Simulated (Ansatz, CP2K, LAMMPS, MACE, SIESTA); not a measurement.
**Codes compared on amorphous 59Ga2O3-41P2O5 (mol %) (320 atoms)**

Aim: run amorphous 59Ga2O3-41P2O5 (mol %) (320 atoms) in several programs and set results and cost side by side. A plane-wave run serves as the reference.

Method: Kohn-Sham DFT, PBE, PAW, plane waves, in Ansatz 0.2.0.

### 1. Starting point

The cell holds 320 atoms: 65 Ga, 45 P and 210 O. Cell: a = 15.541 Å, b = 15.541 Å, c = 15.541 Å, α = 90.0°, β = 90.0°, γ = 90.0°. 320 atoms (65 Fe, 45 P, 210 O) placed at random at 3.33 g/cm³, melted at 5000 K for 10 ps at fixed volume with the Morse and Coulomb pair potential with partial charges (Pedone, Malavasi, Menziani, Cormack and Segre, J. Phys. Chem. B 110, 11780 (2006)). Quenched from 5000 K to 300 K at 100 K/ps and fixed volume, held 10 ps at zero pressure, then minimised at fixed cell. Then Fe was replaced by Ga and the cell scaled by 1.005 (the potential has no terms for the new elements, so the cell is a start for a DFT relaxation).

### 2. Plane-wave reference

The PAW files are the set soft_2.

File input.yaml:

```yaml
crystal:
  lattice:
    - [15.54078, 0.0, 0.0]
    - [0.0, 15.54078, 0.0]
    - [0.0, 0.0, 15.54078]
  atoms:
    - { symbol: Ga, position: [0.67391, 0.28598, 0.52612] }
    - { symbol: Ga, position: [0.58873, 0.75645, 0.92237] }
    - { symbol: Ga, position: [0.16482, 0.82523, 0.09532] }
    - { symbol: Ga, position: [0.57684, 0.95083, 0.95961] }
    [... 310 atom lines left out ...]
    - { symbol: O, position: [0.35058, 0.28672, 0.9477] }
    - { symbol: O, position: [0.25134, 0.73384, 0.30311] }
    - { symbol: O, position: [0.04338, 0.02152, 0.88456] }
    - { symbol: O, position: [0.47312, 0.90426, 0.51252] }
    - { symbol: O, position: [0.2826, 0.12199, 0.36006] }
    - { symbol: O, position: [0.90425, 0.41048, 0.25948] }
kpoints:
  mp_grid: { grid: [1, 1, 1] }
hamiltonian:
  xc: pbe
scf:
  occupations: { method: fermi_dirac, width: 0.05 }
output:
  forces: true
  eigenvalues: true
```

The run is started by

```console
$ ansatz run input.yaml --threads 16 --pin off --max-ram 31232MiB --backend cpu --events-out ev --progress --plain --runs-dir out
```

What it wrote:

```text
[...]
Pseudopotentials: kind: paw
Pseudopotential: Ga, paw, valence charge 13, recommended cutoff 420 eV (normal), Ga.paw.azcp
Pseudopotential: P, paw, valence charge 5, recommended cutoff 420 eV (normal), P.paw.azcp
Pseudopotential: O, paw, valence charge 6, recommended cutoff 420 eV (normal), O.paw.azcp
[... 5 lines on functional and potentials left out ...]
Crystal: 320 atoms, lattice volume = 3753.345 Å³
Basis set: ecut = 420 eV, 73223 PW (Γ), exchange–correlation on 216×216×216 points (8 copies of the dense FFT grid, shifted against one another)
Bands: 1485, of which v1, the nominal top of the filled ones, is band 1165 counted from 1 (1164 counted from 0)
Symmetry: 1 space group operations
Space group: P1 (ITA 1), of the structure as read, at distance tolerance 1.6e-4 Å
k-points: 1
[... 7 lines on functional and potentials left out ...]
Initial density: superposition of atomic densities (neutral atoms: chi_scale 0, normalization atom), corrected by the library's trained network
Initial wavefunctions: pseudopotential atomic-orbital guess
[...]
SCF iter   1: F=—  HF=-399126.332321 eV  |F-HF|=—  |Δ(HF+E_count)|=         —  Δρ=3.47e-3  dr2=6.13e-1  ethr=1.77e-3  ⟨swp⟩=7.0  Hψ=6610  notcnv=0  defer=241
preconditioner: auto → Resta (q_TF=auto, 2.520 Å⁻¹)  ε∞=3.9  [insulator: Δε(μ)=1.430 eV  Ē_g=17.255 eV  σ=0.050 eV  W_gap=1.00  n_scr=1020 (ndim 8)  ℏωp=29.3 eV  f_vac=0.112  D(μ)=0.00/eV (n_scr^D=0)  ε∞_Penn≈3.9]
SCF iter   2: F=—  HF=-399126.244763 eV  |F-HF|=—  |Δ(HF+E_count)|=   8.76e-2  Δρ=1.88e-3  dr2=1.50e-1  ethr=2.63e-5  ⟨swp⟩=3.0  Hψ=2843  notcnv=0  defer=314
SCF iter   3: F=—  HF=-399126.235188 eV  |F-HF|=—  |Δ(HF+E_count)|=   9.58e-3  Δρ=9.27e-4  dr2=4.45e-2  ethr=6.45e-6  ⟨swp⟩=3.0  Hψ=2148  notcnv=0  defer=180
automatic band count: iteration 3 solves 1351 bands in place of 1485: the levels show a gap, and the empty bands left out lie too high to hold charge; the band table lists the bands solved (type scf.n_extra_bands for more)
SCF iter   4: F=—  HF=-399126.228432 eV  |F-HF|=—  |Δ(HF+E_count)|=   6.76e-3  Δρ=3.37e-4  dr2=4.52e-3  ethr=1.91e-6  ⟨swp⟩=3.0  Hψ=2412  notcnv=0  defer=180
SCF iter   5: F=—  HF=-399126.228099 eV  |F-HF|=—  |Δ(HF+E_count)|=   3.34e-4  Δρ=1.81e-4  dr2=1.29e-3  ethr=1.94e-7  ⟨swp⟩=3.0  Hψ=2664  notcnv=0  defer=180
[...]
SCF iter  10: F=—  HF=-399126.234706 eV  |F-HF|=—  |Δ(HF+E_count)|=   3.48e-7  Δρ=2.42e-6  dr2=2.44e-7  ethr=4.83e-11  ⟨swp⟩=3.0  Hψ=2333  notcnv=0  defer=180
SCF iter  11: F=-399126.234706 eV  HF=-399126.234706 eV  |F-HF|=1.00e-8  |Δ(HF+E_count)|=   1.27e-7  Δρ=1.22e-6  dr2=5.67e-8  ethr=4.29e-12  ⟨swp⟩=15.0  Hψ=6010  notcnv=0
SCF 1 converged in 11 iterations: F = -399126.234706 eV  dr2 = 5.67e-8
[...]
SCF converged after 11 iterations
Free energy (F): -399126.234706 eV
Harris-Foulkes:  -399126.234706 eV  (|F-HF|=1.00e-8)
Internal energy: -399126.234658 eV  (E = F + TS)
E sigma→0 (E₀):  -399126.234682 eV
Entropy (-TS):   -0.000048 eV (-0.000 meV/atom)
Fermi energy:    6.853206 eV
--- Per-component energies (eV) ---
[...]
Σ components = -399126.234706   (vs F -399126.234706, Δ=0.00e0)
--- Forces (eV/Å), atoms counted from 1 ---
  atom   1  Ga     1.11862068    -0.65813945    -0.60693070
  atom   2  Ga    -0.31675255    -0.32139247    -0.13796891
  atom   3  Ga     0.40032509     1.73923737    -0.40025771
  atom   4  Ga    -0.28781282     0.29175904     0.39204640
[...]
atom 320  O      0.02900553    -0.50697892    -0.41259039
  max |Σ_I F_I| component: 8.44e-5 eV/Å
--- Band table (eV) ---
  k-point 0: bands = ["-17.4995", "-17.0538", "-16.9811", "-16.6171", [... 1335 levels ...], "14.3903", "14.4031", "14.4276", "14.4348", "14.4597", "14.4662", "14.4755", "14.4904", "14.5127", "14.5251", "14.5540", "14.5679"]
```

The job ended after 2.5 min (16 threads of Arm Neoverse N1, shared host; peak memory 11 GiB; 40 min of CPU time).

In the SCF lines HF is the Harris–Foulkes energy and dr2 the Hartree energy of the density residual, in eV; the loop may stop once dr2 is under the threshold and the program's other checks hold. Hψ counts applications of the Hamiltonian.

The run gave:

- free energy: -399126.2347 eV
- free energy per atom: -1247.2695 eV/atom
- SCF cycles: 11
- r.m.s. force component: 1.036 eV/Å
- longest force: 3.962 eV/Å
- Fermi energy: 6.853 eV
- gap (highest filled to lowest empty level): 1.081 eV

Neighbours are counted within 2.50 Å (O-Ga), 2.08 Å (O-P).

Length of the force by element and coordination:

| element | coordination | atoms | mean length of the force (eV/Å) | spread | least | most |
| --- | --- | --- | --- | --- | --- | --- |
| Ga | all | 65 | 1.14 | 0.477 | 0.367 | 2.32 |
| Ga | 4 | 4 | 1.18 | 0.289 | 0.711 | 1.50 |
| Ga | 5 | 37 | 1.22 | 0.521 | 0.424 | 2.32 |
| Ga | 6 | 22 | 1.04 | 0.411 | 0.367 | 1.69 |
| Ga | 7 | 2 | 0.816 | 0.163 | 0.653 | 0.979 |
| O | all | 210 | 1.71 | 0.749 | 0.062 | 3.96 |
| O | 2 | 112 | 1.53 | 0.516 | 0.211 | 2.75 |
| O | 3 | 85 | 2.00 | 0.909 | 0.062 | 3.96 |
| O | 4 | 13 | 1.41 | 0.677 | 0.669 | 2.96 |
| P | all | 45 | 1.97 | 0.716 | 0.635 | 3.80 |
| P | 4 | 41 | 1.95 | 0.735 | 0.635 | 3.80 |
| P | 5 | 4 | 2.23 | 0.392 | 1.83 | 2.87 |

The levels nearest the highest filled one (over half full), pooled over k-points and spins:

```csv
level less the highest filled one (eV),occupation
-0.623,2
-0.567,2
-0.556,2
-0.532,2
-0.484,2
0,2
1.08,0
1.75,0
1.82,0
1.97,0
2.02,0
2.04,0
```

### 3. Structure statistics

Density 4.11 g/cm³, 11.73 Å³ an atom.

Pair distribution functions g(r), in bins of 0.2 Å:

```
r (Å)  total   O-O  O-Ga    O-P  Ga-Ga  Ga-P   P-P
 1.40   0.12  0.00  0.00   0.66   0.00  0.00  0.00
 1.60   2.12  0.00  0.00  11.47   0.00  0.00  0.00
 1.80   0.46  0.00  1.61   0.15   0.00  0.00  0.00
 2.00   1.47  0.00  5.53   0.00   0.00  0.00  0.00
 2.20   0.51  0.13  1.71   0.00   0.00  0.00  0.00
 2.40   0.86  1.74  0.40   0.00   0.00  0.00  0.00
 2.60   0.94  2.00  0.26   0.05   0.10  0.00  0.00
 2.80   0.97  1.98  0.21   0.10   0.53  0.38  0.18
 3.00   1.07  1.70  0.36   0.38   2.33  1.24  0.47
 3.20   0.99  0.98  0.48   0.60   2.19  3.95  0.73
 3.40   1.04  0.73  0.71   1.14   1.52  4.63  0.00
 3.60   0.89  0.57  1.12   1.23   1.30  0.95  0.44
 3.80   1.02  0.68  1.28   1.63   1.14  0.46  0.81
 4.00   1.04  0.68  1.33   1.68   0.67  0.48  1.28
 4.20   1.14  0.74  1.67   1.64   0.28  0.55  1.35
 4.40   1.10  0.87  1.59   1.06   0.47  0.68  2.43
 4.60   1.05  1.11  1.19   0.79   0.74  0.96  1.19
 4.80   0.98  1.21  0.88   0.71   0.86  0.64  1.33
 5.00   1.03  1.34  0.72   0.71   1.05  1.08  1.52
 5.20   1.04  1.32  0.62   1.02   0.95  1.06  0.82
 5.40   1.02  1.21  0.73   0.96   1.18  1.02  1.21
 5.60   0.90  0.93  0.70   1.01   1.19  1.06  0.80
 5.80   0.86  0.83  0.80   0.98   1.01  1.08  0.57
 6.00   0.92  0.83  1.01   0.97   1.27  0.80  0.74
 6.20   0.99  0.88  1.12   1.06   1.21  0.81  0.81
 6.40   0.97  0.85  1.15   1.08   1.00  0.76  0.68
 6.60   1.03  0.91  1.25   1.04   0.94  0.90  0.91
 6.80   1.09  1.00  1.30   1.08   0.92  0.97  1.06
```

Bonds by pair of elements; cutoffs follow the first minimum of g(r), held within bounds set by covalent radii, and pairs that aren't listed don't count as bonded:

```
pair A-B  cutoff (Å)  bonds  mean length (Å)  spread (Å)  shortest (Å)  B about A  A about B
    O-Ga         2.5    347             2.04       0.145          1.79       1.65       5.34
     O-P        2.08    184             1.54       0.043          1.49      0.876       4.09
```

How many atoms have how many bonded neighbours:

```
element  mean    2   3   4   5   6  7
     Ga  5.34    0   0   4  37  22  2
      O  2.53  112  85  13   0   0  0
      P  4.09    0   0  41   4   0  0
```

Oxygen atoms by the number of network formers (Si, P, Ge, B, Al, As, Ga) bound to them:

| network formers bound to O | O atoms | per cent |
| --- | --- | --- |
| 0 | 0 | 0 |
| 1 | 0 | 0 |
| 2 | 112 | 53.3 |
| 3 | 85 | 40.5 |
| 4 | 13 | 6.2 |

Network units: each former by its oxygen neighbours and how many of them bridge to another former:

| former | O neighbours | bridging O | atoms |
| --- | --- | --- | --- |
| P | 4 | 4 | 41 |
| P | 5 | 5 | 4 |
| Ga | 4 | 4 | 4 |
| Ga | 5 | 5 | 37 |
| Ga | 6 | 6 | 22 |
| Ga | 7 | 7 | 2 |

### 4. The ladder

The programs:
- CP2K 2026.2: Gaussian basis with GTH pseudopotentials and a plane-wave density; labels give functional, basis (MOLOPT sets; SR short-range, UZH the newer set with its own potentials), grid cutoff/relative cutoff and solver (OT: orbital transformation; TRS4, TC2, SIGN: linear-scaling purification with its sparsity filter), or its built-in tight binding.
- MACE: machine-learned potential, published weights.
- SIESTA 5.4.2: numerical atomic orbitals, whose automatically made sets are far from complete, with PseudoDojo norm-conserving potentials that we converted to its format (checked against plane waves on the same files for H, C, O, Si, Ge and Ca alone); labels give functional, basis size, energy shift and mesh cutoff.

All use the same cell and atoms; the electronic-structure runs use the same k-mesh, and an electronic temperature of 580 K (0.05 eV) where levels are smeared.

Differences are against the plane-wave reference, forces as r.m.s. over components; share is that over the reference's r.m.s. force, slope the least-squares factor from reference forces to these. Total energies of different programs have different zeros and aren't compared.

| run | Δ force, r.m.s. (meV/Å) | share (%) | slope | Δ gap (eV) | cores | CPU time | memory (GiB) |
| --- | --- | --- | --- | --- | --- | --- | --- |
| reference | - | - | - | - | 16 | 40 min | 11 |
| CP2K PBE, DZVP-MOLOPT-SR, 600/40 Ry, OT DIIS | 93.0 | 8.98 | 1.037 | -0.115 | 4 | 2 h | 11 |
| CP2K PBE, SZV-MOLOPT-SR, 600/40 Ry, OT DIIS (coarse) | 3092 | 298 | 3.029 | -0.690 | 4 | 36 min | 7.6 |
| MACE MP-0b2 small potential | 176 | 17.0 | 0.895 | - | 4 | 16 s | 1.0 |
| SIESTA PBE, SZ, shift 0.02 Ry, mesh 350 Ry (coarse) | 3004 | 290 | 2.968 | -0.555 | 4 | 9.7 min | 2.2 |

Rows marked coarse were listed beforehand as settings not expected to be converged; some can still land near the reference.

Times of the machine-learned potentials are mostly Python's start and the loading of weights.

CPU time is summed over cores on a shared host, where runs went side by side, so it is rough. Symmetry, cutoffs, thresholds, outputs and thread counts weren't matched or tuned between programs; memory under MPI is the largest rank's times the ranks.

Left out of the table, since they converged to an unphysical state: CP2K PBE, SZV-MOLOPT-SR, 600/40 Ry, TC2 filter 1e-06, SCF 1e-06 (forces off by up to 2792 eV/Å).

### 5. What came out

* reference r.m.s. force component: 1.04 eV/Å
* nearest in forces: CP2K PBE, DZVP-MOLOPT-SR, 600/40 Ry, OT DIIS, 9.0 %
* farthest in forces: CP2K PBE, SZV-MOLOPT-SR, 600/40 Ry, OT DIIS (coarse), 298 %
* cheapest electronic-structure run beside the reference: SIESTA PBE, SZ, shift 0.02 Ry, mesh 350 Ry, 9.7 min of CPU time

In words: The PBE run in local orbitals, coarse settings apart, differs by 9.0 % (CP2K PBE, DZVP-MOLOPT-SR, 600/40 Ry, OT DIIS); basis, grid and potentials can all enter. Machine-learned potentials differ by 17 % (MACE MP-0b2 small potential); they were trained on other programs' data. Runs with settings chosen to be coarse differ by 290 % (SIESTA PBE, SZ, shift 0.02 Ry, mesh 350 Ry) to 298 % (CP2K PBE, SZV-MOLOPT-SR, 600/40 Ry, OT DIIS), their programs' other errors included. One electronic-structure run takes under half the reference's CPU time: SIESTA PBE, SZ, shift 0.02 Ry, mesh 350 Ry, at 290 % in 9.7 min against 40 min, too far off to be of use. MACE MP-0b2 small potential softens the forces by a factor of 0.89 while following their directions (correlation 0.989). At the same functional, gaps differ from the reference's 1.08 eV by between -0.69 and -0.12 eV. In the reference: filled and empty levels are parted by 1.08 eV (at Γ alone); a semilocal functional tends to put such gaps too low. In a disordered cell it changes from sample to sample, and tail or defect levels can set it. In the reference: for some of the pairs, g(r) has its first main peak near 2.5 Å (O-O), 2.0 Å (O-Ga), 1.5 Å (O-P), 3.1 Å (Ga-Ga) and 3.3 Å (Ga-P). The quench rate of 100 K/ps is many orders above laboratory rates, so the cell is likely richer in defects and strain than a real sample. The network of bonds at the start is that of the classical potential that made the cell, and needn't be the one that DFT or experiment would give. The electronic-structure runs sample only Γ, in a cell whose shortest periodic width is 16 Å.

[Also dropped from logs without a mark: logging warnings of Python, and SIESTA's first energy breakdown and zero terms.]

[Logs are printed without paths, hosts, clocks, repeated set-up lines and the standing remarks that a program may print on its own settings, such as how far it seeks lower states.]

[Hosts, paths, dates, database ids (printed as entryN), source tags and the programs' standing remarks are cut or masked in the printed files.]
